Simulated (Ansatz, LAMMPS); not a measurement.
# Glassy 46SiO2-16Al2O3-16BaO-16Li2O-5Sc2O3 (mol %) (121 atoms) under strain, part 3 of 3

Aim: relax glassy 46SiO2-16Al2O3-16BaO-16Li2O-5Sc2O3 (mol %) (121 atoms), then change its volume and shape to read moduli from the stress.

Ansatz 0.2.0; Kohn-Sham DFT, r2SCAN, PAW (set soft_2), plane waves.

The cell: 17 Si, 12 Al, 6 Ba, 12 Li, 4 Sc and 70 O. The quench rate of 100 K/ps is many orders above laboratory rates. The network of bonds at the start is that of the classical potential that made the cell. The Brillouin zone is sampled at Γ only. Spin–orbit coupling is left out.

So far. Step 9 (Volume -10 %): The relaxation converged after 18 steps, 5.33 eV below its start, with a largest force component of 0.036 eV/Å. Step 9 (Volume -10 %): Volume -10 %: the energy stands 3.55 eV above that of the reference, at a pressure of 7.50 GPa.

### 10. Stretched by 1 % along x

The relaxed cell is strained along x alone, which gives the stiffness along x and its coupling to y and z.

input.yaml

```yaml
crystal:
  lattice:
    - [11.75421, -0.28287, 0.27858]
    - [-0.2857, 11.60132, 0.21183]
    - [0.28137, 0.21183, 11.41865]
  atoms:
    [... the 121 atom lines of step 4 ...]
kpoints:
  mp_grid: { grid: [1, 1, 1] }
hamiltonian:
  xc: r2scan
scf:
  occupations: { method: gaussian, width: 0.05 }
output:
  forces: true
  eigenvalues: true
  stress: true
relax:
  f_tol: 0.05
  max_steps: 70
```

Command:

```console
> ansatz run input.yaml --threads 4 --pin off --max-ram 8192MiB --backend cpu --events-out ev --progress --plain --runs-dir out
```

Numbers of over 12 decimals in the logs are rounded to 6 here.

The program printed:

```text
[...]
Crystal: 121 atoms, lattice volume = 1554.703 Å³
Basis set: ecut = 500 eV, 39469 PW (Γ), exchange–correlation on 360×360×360 points (64 copies of the dense FFT grid, shifted against one another)
Bands: 453, of which v1, the nominal top of the filled ones, is band 332 counted from 1 (331 counted from 0)
Symmetry: 1 space group operations
[...]
k-points: 1
[...]
SCF iter   1: F=—  HF=-104142.073995 eV  |F-HF|=—  |Δ(HF+E_count)|=         —  Δρ=8.60e-3  dr2=1.34e0  dr2_τ=7.45e0  ethr=1.77e-3  ⟨swp⟩=6.0  Hψ=2091  notcnv=0  defer=84
[...]
SCF iter   6: F=—  HF=-104145.363683 eV  |F-HF|=—  |Δ(HF+E_count)|=   9.96e-5  Δρ=8.38e-5  dr2=1.06e-4  dr2_τ=1.40e-5  ethr=6.83e-8  ⟨swp⟩=2.0  Hψ=575  notcnv=0  defer=117
SCF iter   7: F=-104145.363691 eV  HF=-104145.363692 eV  |F-HF|=1.12e-6  |Δ(HF+E_count)|=   9.16e-6  Δρ=2.55e-5  dr2=9.66e-6  dr2_τ=1.33e-6  ethr=9.41e-9  ⟨swp⟩=17.0  Hψ=3514  notcnv=0
SCF 1 converged in 7 iterations: F = -104145.363691 eV  dr2 = 9.66e-6
[...]
relax step   1: F+E_penalty+E_count = -104145.36369103 eV  Δ(F+E_penalty+E_count) = +0.000e0 eV  max|allowed force component| = 3.980e-1 eV/Å  Δτ_max = 0.0000 Å  (7 SCF iters, dr2 threshold 6.25e-5 eV, accepted)
[...]
relax step   2: F+E_penalty+E_count = -104145.39505095 eV  Δ(F+E_penalty+E_count) = -3.136e-2 eV  max|allowed force component| = 2.573e-1 eV/Å  Δτ_max = 0.0549 Å  (6 SCF iters, dr2 threshold 9.90e-6 eV, accepted)
[...]
relax step   3: F+E_penalty+E_count = -104145.42299995 eV  Δ(F+E_penalty+E_count) = -2.795e-2 eV  max|allowed force component| = 1.327e-1 eV/Å  Δτ_max = 0.0518 Å  (6 SCF iters, dr2 threshold 4.14e-6 eV, accepted)
relax step   4: F+E_penalty+E_count = -104145.34192327 eV  Δ(F+E_penalty+E_count) = +8.108e-2 eV  max|allowed force component| = 4.305e-1 eV/Å  Δτ_max = 0.1134 Å  (8 SCF iters, dr2 threshold 4.69e-6 eV, rejected (line search))
[...]
relax step   5: F+E_penalty+E_count = -104145.43651020 eV  Δ(F+E_penalty+E_count) = -1.351e-2 eV  max|allowed force component| = 4.945e-2 eV/Å  Δτ_max = 0.0459 Å  (9 SCF iters, accepted)
[...]
SCF iter   2: F=-104145.436510 eV  HF=-104145.436510 eV  |F-HF|=1.34e-8  |Δ(HF+E_count)|=   1.79e-8  Δρ=8.97e-7  dr2=1.48e-8  dr2_τ=8.14e-10  ethr=5.24e-12  ⟨swp⟩=3.0  Hψ=1019  notcnv=0
SCF 6 converged in 2 iterations: F = -104145.436510 eV  dr2 = 1.48e-8
SCF converged after 2 iterations
Free energy (F): -104145.436510 eV
[...]
Internal energy: -104145.436510 eV  (E = F + TS)
E sigma→0 (E₀):  -104145.436510 eV
Fermi energy:    6.662007 eV
[...]
Σ components = -104145.436510   (vs F -104145.436510, Δ=0.00e0)
--- Forces (eV/Å), atoms counted from 1 ---
  atom   1  Si    -0.00452725     0.04237449     0.03910117
  atom   2  Si    -0.01649707    -0.00128629     0.02063608
  atom   3  Si    -0.00277566     0.00748611     0.00712284
  atom   4  Si     0.02383819    -0.01264360    -0.01141363
[...]
atom 121  O      0.01240872     0.00146439     0.00603304
  max |Σ_I F_I| component: 1.53e-4 eV/Å
--- Stress (GPa, compression-positive) ---
       -1.326226      -0.049784       0.046090
       -0.049805      -0.464429       0.028484
        0.046075       0.028477      -0.475350
  P = ⅓ Tr σ = -0.7553 GPa (-7.553 kbar)
--- Band table (eV) ---
[...]
--- Relaxed structure (5 steps of the walk, 4 accepted, 0 SCFs on fresh bases) ---
  F+E_penalty+E_count = -104145.43651020 eV   max|allowed force component| = 4.945e-2 eV/Å
  atoms:
    - { symbol: Si, position: [0.070192, 0.469981, 0.496699] }
    - { symbol: Si, position: [0.677635, 0.568734, 0.624959] }
    - { symbol: Si, position: [0.099527, 0.530050, 0.769988] }
    - { symbol: Si, position: [0.00274195, 0.011499, 0.204990] }
[...]
- { symbol: O, position: [0.580674, 0.107322, 0.637296] }
```

Wall time 1.7 min (4 threads of AMD EPYC 9R45, shared host); peak memory 4.9 GiB; 6.6 min of CPU time.

The relaxation converged after 5 steps, 0.0728 eV below its start, with a largest force component of 0.049 eV/Å.

Stretched by 1 % along x: the energy stands 0.0606 eV above that of the reference, at a pressure of -0.755 GPa.

### 11. Compressed by 1 % along x

The relaxed cell is strained along x alone, which gives the stiffness along x and its coupling to y and z.

input.yaml, the sections that differ from step 10:

```yaml
crystal:
  lattice:
    - [11.52145, -0.28287, 0.27858]
    - [-0.28004, 11.60132, 0.21183]
    - [0.27579, 0.21183, 11.41865]
  atoms:
    [... the 121 atom lines of step 4 ...]
# kpoints, hamiltonian, scf, output, relax: as in step 10
```

The program printed:

```text
[...]
Crystal: 121 atoms, lattice volume = 1523.917 Å³
Basis set: ecut = 500 eV, 38651 PW (Γ), exchange–correlation on 360×360×360 points (64 copies of the dense FFT grid, shifted against one another)
Bands: 453, of which v1, the nominal top of the filled ones, is band 332 counted from 1 (331 counted from 0)
Symmetry: 1 space group operations
[...]
k-points: 1
[...]
SCF iter   1: F=—  HF=-104141.957414 eV  |F-HF|=—  |Δ(HF+E_count)|=         —  Δρ=8.64e-3  dr2=1.32e0  dr2_τ=7.82e0  ethr=1.77e-3  ⟨swp⟩=6.0  Hψ=2090  notcnv=0  defer=85
[...]
SCF iter   7: F=-104145.358909 eV  HF=-104145.358909 eV  |F-HF|=7.65e-7  |Δ(HF+E_count)|=   7.09e-6  Δρ=2.45e-5  dr2=8.53e-6  dr2_τ=1.18e-6  ethr=9.41e-9  ⟨swp⟩=17.0  Hψ=3436  notcnv=0
SCF 1 converged in 7 iterations: F = -104145.358909 eV  dr2 = 8.53e-6
[...]
relax step   1: F+E_penalty+E_count = -104145.35890867 eV  Δ(F+E_penalty+E_count) = +0.000e0 eV  max|allowed force component| = 4.179e-1 eV/Å  Δτ_max = 0.0000 Å  (7 SCF iters, dr2 threshold 6.25e-5 eV, accepted)
[...]
relax step   2: F+E_penalty+E_count = -104145.38909951 eV  Δ(F+E_penalty+E_count) = -3.019e-2 eV  max|allowed force component| = 3.265e-1 eV/Å  Δτ_max = 0.0512 Å  (6 SCF iters, dr2 threshold 1.09e-5 eV, accepted)
[...]
relax step   3: F+E_penalty+E_count = -104145.42137298 eV  Δ(F+E_penalty+E_count) = -3.227e-2 eV  max|allowed force component| = 1.122e-1 eV/Å  Δτ_max = 0.0312 Å  (6 SCF iters, dr2 threshold 6.66e-6 eV, accepted)
relax step   4: F+E_penalty+E_count = -104145.42377726 eV  Δ(F+E_penalty+E_count) = -2.404e-3 eV  max|allowed force component| = 8.489e-2 eV/Å  Δτ_max = 0.0728 Å  (9 SCF iters, accepted)
relax step   5: F+E_penalty+E_count = -104145.43314320 eV  Δ(F+E_penalty+E_count) = -9.366e-3 eV  max|allowed force component| = 6.434e-2 eV/Å  Δτ_max = 0.0289 Å  (8 SCF iters, accepted)
relax step   6: F+E_penalty+E_count = -104145.43124434 eV  Δ(F+E_penalty+E_count) = +1.899e-3 eV  max|allowed force component| = 1.064e-1 eV/Å  Δτ_max = 0.0479 Å  (9 SCF iters, rejected (line search))
[...]
relax step   7: F+E_penalty+E_count = -104145.43529812 eV  Δ(F+E_penalty+E_count) = -2.155e-3 eV  max|allowed force component| = 3.977e-2 eV/Å  Δτ_max = 0.0229 Å  (8 SCF iters, accepted)
[...]
SCF iter   2: F=-104145.435298 eV  HF=-104145.435298 eV  |F-HF|=2.65e-9  |Δ(HF+E_count)|=   8.54e-9  Δρ=5.93e-7  dr2=7.45e-9  dr2_τ=1.73e-9  ethr=9.38e-12  ⟨swp⟩=3.0  Hψ=1102  notcnv=0
SCF 8 converged in 2 iterations: F = -104145.435298 eV  dr2 = 7.45e-9
SCF converged after 2 iterations
Free energy (F): -104145.435298 eV
[...]
Internal energy: -104145.435298 eV  (E = F + TS)
E sigma→0 (E₀):  -104145.435298 eV
Fermi energy:    6.896406 eV
[...]
--- Forces (eV/Å), atoms counted from 1 ---
  atom   1  Si    -0.00129276    -0.00202787    -0.01260930
  atom   2  Si    -0.00199387    -0.00395636     0.00101760
  atom   3  Si    -0.00226540    -0.00833393    -0.00136047
  atom   4  Si     0.01353783     0.00756331     0.00912668
  atom   5  Si    -0.01197085    -0.01557259    -0.01126123
  atom   6  Si     0.00488900    -0.00927722    -0.01085450
  atom   7  Si    -0.00291963    -0.00637123    -0.00495483
  atom   8  Si     0.00879088    -0.00315396    -0.02128537
  atom   9  Si     0.01143160     0.01000167     0.00304717
  atom  10  Si    -0.02247170     0.00427443     0.01285633
  atom  11  Si     0.00540380     0.00549686    -0.00883841
  atom  12  Si     0.00339929    -0.01173489    -0.00293777
  atom  13  Si     0.00618642    -0.00601244     0.00688205
  atom  14  Si    -0.00807139    -0.00733701     0.00761287
[...]
atom 120  O      0.00109486     0.00314076     0.00384678
  atom 121  O     -0.00382523    -0.01156165    -0.00171390
  max |Σ_I F_I| component: 6.53e-4 eV/Å
--- Stress (GPa, compression-positive) ---
        1.383276       0.056865      -0.107596
        0.056839       0.569832       0.006051
       -0.107613       0.006044       0.467002
  P = ⅓ Tr σ = 0.8067 GPa (8.067 kbar)
--- Band table (eV) ---
[...]
--- Relaxed structure (7 steps of the walk, 6 accepted, 0 SCFs on fresh bases) ---
  F+E_penalty+E_count = -104145.43529812 eV   max|allowed force component| = 3.977e-2 eV/Å
  atoms:
    - { symbol: Si, position: [0.067513, 0.471014, 0.495603] }
    - { symbol: Si, position: [0.679879, 0.567574, 0.624789] }
    - { symbol: Si, position: [0.097386, 0.528810, 0.769012] }
    - { symbol: Si, position: [0.00610749, 0.012954, 0.204748] }
[...]
- { symbol: O, position: [0.580768, 0.105068, 0.638488] }
```

Wall time 2.5 min (4 threads); peak memory 4.9 GiB; 9.4 min of CPU time.

The relaxation converged after 7 steps, 0.0764 eV below its start, with a largest force component of 0.040 eV/Å.

Compressed by 1 % along x: the energy stands 0.0618 eV above that of the reference, at a pressure of 0.807 GPa.

### 12. Sheared by 2 % in xy

A shear of the relaxed cell gives the modulus that volume changes can't reach.

input.yaml, the sections that differ from step 11:

```yaml
crystal:
  lattice:
    - [11.635, -0.16649, 0.27858]
    - [-0.16686, 11.59849, 0.21183]
    - [0.2807, 0.21462, 11.41865]
  atoms:
    [... the 121 atom lines of step 4 ...]
# kpoints, hamiltonian, scf, output, relax: as in step 11
```

The program printed:

```text
[...]
Crystal: 121 atoms, lattice volume = 1539.156 Å³
Basis set: ecut = 500 eV, 39047 PW (Γ), exchange–correlation on 360×360×360 points (64 copies of the dense FFT grid, shifted against one another)
Bands: 453, of which v1, the nominal top of the filled ones, is band 332 counted from 1 (331 counted from 0)
Symmetry: 1 space group operations
[...]
k-points: 1
[...]
SCF iter   1: F=—  HF=-104141.930523 eV  |F-HF|=—  |Δ(HF+E_count)|=         —  Δρ=8.58e-3  dr2=1.32e0  dr2_τ=7.63e0  ethr=1.77e-3  ⟨swp⟩=6.0  Hψ=2114  notcnv=0  defer=85
[...]
SCF iter   6: F=—  HF=-104145.275053 eV  |F-HF|=—  |Δ(HF+E_count)|=   9.72e-5  Δρ=8.55e-5  dr2=1.07e-4  dr2_τ=1.46e-5  ethr=6.68e-8  ⟨swp⟩=2.0  Hψ=575  notcnv=0  defer=117
SCF iter   7: F=-104145.275060 eV  HF=-104145.275061 eV  |F-HF|=5.30e-7  |Δ(HF+E_count)|=   7.52e-6  Δρ=2.43e-5  dr2=8.63e-6  dr2_τ=1.17e-6  ethr=9.41e-9  ⟨swp⟩=16.0  Hψ=3178  notcnv=0
SCF 1 converged in 7 iterations: F = -104145.275060 eV  dr2 = 8.63e-6
[...]
relax step   1: F+E_penalty+E_count = -104145.27506049 eV  Δ(F+E_penalty+E_count) = +0.000e0 eV  max|allowed force component| = 5.621e-1 eV/Å  Δτ_max = 0.0000 Å  (7 SCF iters, dr2 threshold 6.25e-5 eV, accepted)
[...]
relax step   2: F+E_penalty+E_count = -104145.33725859 eV  Δ(F+E_penalty+E_count) = -6.220e-2 eV  max|allowed force component| = 4.586e-1 eV/Å  Δτ_max = 0.0778 Å  (6 SCF iters, dr2 threshold 1.97e-5 eV, accepted)
[...]
relax step   3: F+E_penalty+E_count = -104145.39853736 eV  Δ(F+E_penalty+E_count) = -6.128e-2 eV  max|allowed force component| = 1.626e-1 eV/Å  Δτ_max = 0.0565 Å  (6 SCF iters, dr2 threshold 1.31e-5 eV, accepted)
relax step   4: F+E_penalty+E_count = -104145.24199530 eV  Δ(F+E_penalty+E_count) = +1.565e-1 eV  max|allowed force component| = 4.411e-1 eV/Å  Δτ_max = 0.1438 Å  (8 SCF iters, dr2 threshold 3.32e-6 eV, rejected (line search))
relax step   5: F+E_penalty+E_count = -104145.42033113 eV  Δ(F+E_penalty+E_count) = -2.179e-2 eV  max|allowed force component| = 6.756e-2 eV/Å  Δτ_max = 0.0438 Å  (9 SCF iters, accepted)
relax step   6: F+E_penalty+E_count = -104145.42536247 eV  Δ(F+E_penalty+E_count) = -5.031e-3 eV  max|allowed force component| = 7.176e-2 eV/Å  Δτ_max = 0.1000 Å  (9 SCF iters, accepted)
[...]
relax step   7: F+E_penalty+E_count = -104145.42941202 eV  Δ(F+E_penalty+E_count) = -4.050e-3 eV  max|allowed force component| = 4.027e-2 eV/Å  Δτ_max = 0.0192 Å  (7 SCF iters, accepted)
[...]
SCF iter   2: F=-104145.429412 eV  HF=-104145.429412 eV  |F-HF|=1.02e-8  |Δ(HF+E_count)|=   1.39e-8  Δρ=9.75e-7  dr2=1.56e-8  dr2_τ=8.51e-10  ethr=6.18e-12  ⟨swp⟩=3.0  Hψ=1023  notcnv=0
SCF 8 converged in 2 iterations: F = -104145.429412 eV  dr2 = 1.56e-8
SCF converged after 2 iterations
Free energy (F): -104145.429412 eV
[...]
Internal energy: -104145.429412 eV  (E = F + TS)
E sigma→0 (E₀):  -104145.429412 eV
Fermi energy:    6.777684 eV
[...]
Σ components = -104145.429412   (vs F -104145.429412, Δ=0.00e0)
--- Forces (eV/Å), atoms counted from 1 ---
  atom   1  Si    -0.00056590     0.03069319    -0.02123240
  atom   2  Si     0.02451551    -0.00130043    -0.01220293
  atom   3  Si    -0.03525091    -0.00773575    -0.00767475
  atom   4  Si    -0.00464654     0.02678972     0.00991485
[...]
atom 121  O     -0.00120864    -0.00241556    -0.00122249
  max |Σ_I F_I| component: 2.74e-4 eV/Å
--- Stress (GPa, compression-positive) ---
       -0.061784      -0.777393      -0.044825
       -0.777418       0.009656       0.046678
       -0.044840       0.046668      -0.031397
  P = ⅓ Tr σ = -0.0278 GPa (-0.278 kbar)
--- Band table (eV) ---
[...]
--- Relaxed structure (7 steps of the walk, 6 accepted, 0 SCFs on fresh bases) ---
  F+E_penalty+E_count = -104145.42941202 eV   max|allowed force component| = 4.027e-2 eV/Å
  atoms:
    - { symbol: Si, position: [0.066556, 0.470428, 0.496634] }
    - { symbol: Si, position: [0.681773, 0.567984, 0.623264] }
    - { symbol: Si, position: [0.099266, 0.529185, 0.769392] }
    - { symbol: Si, position: [0.00532197, 0.010283, 0.205577] }
[...]
- { symbol: O, position: [0.580589, 0.105041, 0.638183] }
```

Run time: 2.5 min. Hardware: 4 threads; peak memory 4.9 GiB; 9.6 min of CPU time.

The relaxation converged after 7 steps, 0.154 eV below its start, with a largest force component of 0.040 eV/Å.

Sheared by 2 % in xy: the energy stands 0.0677 eV above that of the reference, at a pressure of -0.0278 GPa.

### 13. Pressure against volume

Atoms are relaxed at each volume, in the scaled cell.

| volume change (%) | volume (Å³/atom) | energy change (meV/atom) | pressure (GPa) | largest move on relaxing (Å) | bonds | gap (eV) |
| --- | --- | --- | --- | --- | --- | --- |
| -10 | 11.449 | 29.33 | 7.50 | 0.77 | 249 | 4.95 |
| -6 | 11.958 | 10.93 | 4.78 | 0.28 | 241 | 4.79 |
| -3 | 12.340 | 2.57 | 2.26 | 0.25 | 240 | 4.70 |
| +0 | 12.722 | 0.00 | -0.01 | - | 235 | 4.61 |
| +3 | 13.103 | 1.78 | -1.77 | 0.64 | 231 | 4.55 |
| +6 | 13.485 | 7.69 | -3.19 | 0.72 | 222 | 4.38 |

### 14. Uniaxial strain and shear

Stress (GPa, compression positive) less that of the relaxed cell, atoms relaxed:

| strain | xx | yy | zz | xy | energy change (meV/atom) |
| --- | --- | --- | --- | --- | --- |
| stretched by 1 % along x | -1.322 | -0.466 | -0.458 | -0.054 | 0.50 |
| compressed by 1 % along x | 1.387 | 0.569 | 0.484 | 0.052 | 0.51 |
| sheared by 2 % in xy | -0.058 | 0.008 | -0.014 | -0.782 | 0.56 |

### 15. What came out

The bulk modulus, from the slope of pressure against ln V over the three points nearest the relaxed volume, is 67.2 GPa; between neighbouring points the slope runs 63, 80, 74, 60 and 49 GPa from the smallest volume up, without a steady fall, so no pressure derivative is given. The count of bonds runs from 222 to 249 over the series, so at some points contacts cross the cutoffs. At -10 %, +3 % and +6 % some atom moved by over 0.5 Å on relaxing, so those points may sit in another local minimum. The gap goes from 4.95 eV at the smallest volume to 4.38 eV at the largest, -3.3 eV per unit of ln V by a straight line, on the run's k-points. In the Cartesian axes of the cell, finite differences give C11 = 135, C12 = 51.7, C13 = 47.1 and C66 = 39.1 GPa (the shear of 2 % is the engineering strain, εxy = 0.01). The mean of C11, C12 and C13, which equals the bulk modulus in a cubic or isotropic solid, is 78.1 GPa: it lies 16 % over the bulk modulus from the volumes. For an isotropic solid C66 would equal (C11 − C12)/2 = 41.9 GPa; so small a sample needn't be isotropic, and C66 rests on one shear. With the bulk modulus and C66 as K and G, Young's modulus would be about 98 GPa and Poisson's ratio 0.26.

Caveats: Strains are finite and relaxations stop at the force tolerance of the input, which can leave moduli too stiff; they are those of a static cell at zero temperature. Volumes are changed with the cell's shape held, so in an anisotropic solid the modulus lies over the one under free hydrostatic load. The program notes that the SCF threshold of the relaxations is loose for the stress.

The DFT runs together took 35 min of wall time.

[Logs are printed without paths, hosts, clocks, repeated set-up lines and the standing remarks that a program may print on its own settings, such as how far it seeks lower states.]

[Hosts, paths, dates, database ids (printed as entryN), source tags and the programs' standing remarks are cut or masked in the printed files.]
